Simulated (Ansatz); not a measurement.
# The perfect Mo wire along [100], 9 atoms a period, part 2 of 2

What gap, if any, does the Mo wire along [100], 9 atoms a period have, and how many channels would it open?

Ansatz 0.2.0; DFT PBE, plane waves, PAW; relaxation of a wire's period; PAW set soft_1 (the session's first sound run).

So far: The starting structure; Relaxing the period.

## 2. Relaxing the period (continued)

The steps of the relaxation:

```csv
step,energy less that of the first step (eV),largest force component (eV/Å),pressure (GPa),volume (Å³)
1,0.0000,2.7391,-5.95,543.94
2,-1.8605,0.9095,-1.12,530.53
3,-1.9993,0.2730,0.20,527.48
4,-2.0113,0.1305,0.03,521.46
5,-2.0419,0.0921,-0.02,525.66
6,-2.0500,0.0044,0.01,527.05
7*,-2.0488,0.0043,0.01,527.05
```

Relaxation steps marked * repeat the geometry before them on a plane-wave basis chosen anew for their cell, so energy and pressure can jump there.

The run keeps the 16 symmetry operations that it works with, so distortions that break them were not tested.

| cell as run | before | after | change |
| --- | --- | --- | --- |
| c (Å) | 3.160 | 3.062 | -3.1 % |

The atoms that moved most (Å, along periodic axes as changes of fractional coordinates times the final cell, across vacuum about the mean position):

| atom | dx | dy | dz | length |
| --- | --- | --- | --- | --- |
| Mo1 | 0.272 | 0.000 | 0.000 | 0.272 |
| Mo2 | 0.000 | 0.272 | 0.000 | 0.272 |
| Mo4 | 0.000 | -0.272 | 0.000 | 0.272 |
| Mo5 | -0.272 | 0.000 | 0.000 | 0.272 |
| Mo7 | -0.015 | 0.015 | 0.000 | 0.021 |
| Mo6 | -0.015 | -0.015 | 0.000 | 0.021 |
| Mo8 | 0.015 | -0.015 | 0.000 | 0.021 |
| Mo9 | 0.015 | 0.015 | 0.000 | 0.021 |

Numbers from this step:

```
energy at zero smearing    : -44590.8079 eV
cell length along the wire : 3.062 Å
```

The cell's length comes to 3.062 Å with spin left out.

## 3. The perfect wire

This step: DFT PBE, plane waves, PAW; bands of a perfect wire; PAW set soft_1 (Ansatz 0.2.0).

At the relaxed period the bands are computed along the axis; those that cross an energy going forward count the channels that a perfect wire would open there.

Input file input.yaml:

```yaml
crystal:
  lattice:
    - [13.12, 0.0, 0.0]
    - [0.0, 13.12, 0.0]
    - [0.0, 0.0, 3.0618581026]
  atoms:
    - { symbol: Mo, position: [0.279900594, 0.5, 0.0] }
    - { symbol: Mo, position: [0.5, 0.279900594, 0.0] }
    - { symbol: Mo, position: [0.5, 0.5, 0.0] }
    - { symbol: Mo, position: [0.5, 0.720099406, 0.0] }
    - { symbol: Mo, position: [0.720099406, 0.5, 0.0] }
    - { symbol: Mo, position: [0.378452133, 0.378452133, 0.5] }
    - { symbol: Mo, position: [0.378452133, 0.621547867, 0.5] }
    - { symbol: Mo, position: [0.621547867, 0.378452133, 0.5] }
    - { symbol: Mo, position: [0.621547867, 0.621547867, 0.5] }
kpoints:
  mp_grid: { grid: [1, 1, 27] }
  band_path: { path: ["Γ", Z], npoints: 90 }
scf:
  occupations: { method: fermi_dirac, width: 0.05 }
hamiltonian:
  xc: pbe
  pseudopotentials: { kind: paw, azcp: { folder: soft_1 } }
output:
  dos: { e_range: [-5, 4] }
  write_potential: true
  write_density: true
  volumetric_format: npy
```

On the command line:

```sh
$ ansatz run input.yaml --threads 4 --pin off --max-ram 16384MiB --backend cpu --events-out ev --progress --plain --runs-dir out
```

Numbers of over 12 decimals in the logs are rounded to 6 here.

What it wrote:

```text
[...]
Crystal: 9 atoms, lattice volume = 527.051 Å³
Basis set: ecut = 420 eV, 10267 PW (Γ)
Bands: 76, of which v1, the nominal top of the filled ones, is band 63 counted from 1 (62 counted from 0)
Symmetry: 16 space group operations
[...]
k-points: 14 of 27
[...]
SCF iter   1: F=—  HF=-44599.794728 eV  |F-HF|=—  |Δ(HF+E_count)|=         —  Δρ=5.16e-2  dr2=4.76e1  ethr=3.10e-3  ⟨swp⟩=9.4  Hψ=5151  notcnv=0  defer=1
[...]
SCF iter  10: F=-44590.848901 eV  HF=-44590.848901 eV  |F-HF|=5.38e-9  |Δ(HF+E_count)|=   2.42e-7  Δρ=2.44e-6  dr2=4.38e-8  ethr=7.94e-11  ⟨swp⟩=8.7  Hψ=4443  notcnv=0
SCF 1 converged in 10 iterations: F = -44590.848901 eV  dr2 = 4.38e-8
[...]
NSCF: frozen V_eff on 91 k-points
WARN: The output density's exchange-correlation potential varies sharply where the density is thin. Do not read a vacuum level from v_tot or v_xc, or from such a field of the output density. On a cell that repeats whose density bears no net charge and no dipole along the vacuum's axis use v_es (v_loc + v_h of the components); under efield.dipole_correction with no amplitude use v_es + v_field, which holds any externa [...]
SCF converged after 10 iterations
Free energy (F): -44590.848901 eV
[...]
Internal energy: -44590.750241 eV  (E = F + TS)
E sigma→0 (E₀):  -44590.799571 eV
Entropy (-TS):   -0.098660 eV (-10.962 meV/atom)
Fermi energy:    2.770126 eV
[...]
--- Band table (eV; the first three rows and the last of 14) ---
  k-point 0: bands = [... 59 lower, 1.6634, 1.9654, 2.7152, 2.8408, 2.8408, 2.9079, 3.2017, 3.2817, ... 9 higher]
  k-point 1: bands = [... 59 lower, 1.7702, 1.9864, 2.5825, 2.8027, 2.8027, 2.9118, 2.9762, 3.2859, ... 9 higher]
  k-point 2: bands = [... 59 lower, 1.9451, 2.0244, 2.3115, 2.6770, 2.7181, 2.7181, 2.9300, 3.3207, ... 9 higher]
  k-point 13: bands = [... 59 lower, 2.4322, 2.5301, 3.2390, 3.2390, 3.6045, 3.6045, 3.6537, 3.8430, ... 9 higher]
```

Wall time 49 s (4 threads of Arm Neoverse V1, shared host); peak memory 2.1 GiB.

The column dr2 measures how far the density is from self-consistency, as an energy; F and HF (Harris–Foulkes) agree once it is small.

Numbers from this step:

```yaml
energy_at_zero_smearing: -44590.7996 eV
band_gap: 0 eV
```

The electronic bands at the labelled points (eV, zero at the Fermi level):

| point | band 60 | band 61 | band 62 | band 63 | band 64 | band 65 | band 66 | band 67 |
| --- | --- | --- | --- | --- | --- | --- | --- | --- |
| Γ | -1.11 | -0.80 | -0.05 | 0.07 | 0.07 | 0.14 | 0.43 | 0.51 |
| halfway | -1.07 | -0.45 | -0.33 | -0.25 | 0.13 | 0.13 | 0.19 | 0.66 |
| Z | -0.32 | -0.23 | 0.49 | 0.49 | 0.83 | 0.83 | 0.91 | 1.08 |

Between Γ and Z the bands cross the Fermi level 11 times, so a perfect wire would conduct at least 11 G₀, with spin left out.

## 4. What came out

```yaml
cell_length_pbe: 3.062 Å
ballistic_conductance_by_band_crossings_a_lower_bound_pbe: 11 G₀
```

Under PBE the cell's length is 3.06 Å, and the bands cross the Fermi level 11 times between Γ and Z, which gives a perfect wire at least 11 G₀ (opposite crossings within one step of the path cancel in such a count). No spin was allowed, though thin wires with open d shells can turn magnetic.

[Logs are printed without paths, hosts, clocks, repeated set-up lines and the standing remarks that a program may print on its own settings, such as how far it seeks lower states.]

[Hosts, paths, dates, database ids (printed as entryN), source tags and the programs' standing remarks are cut or masked in the printed files.]
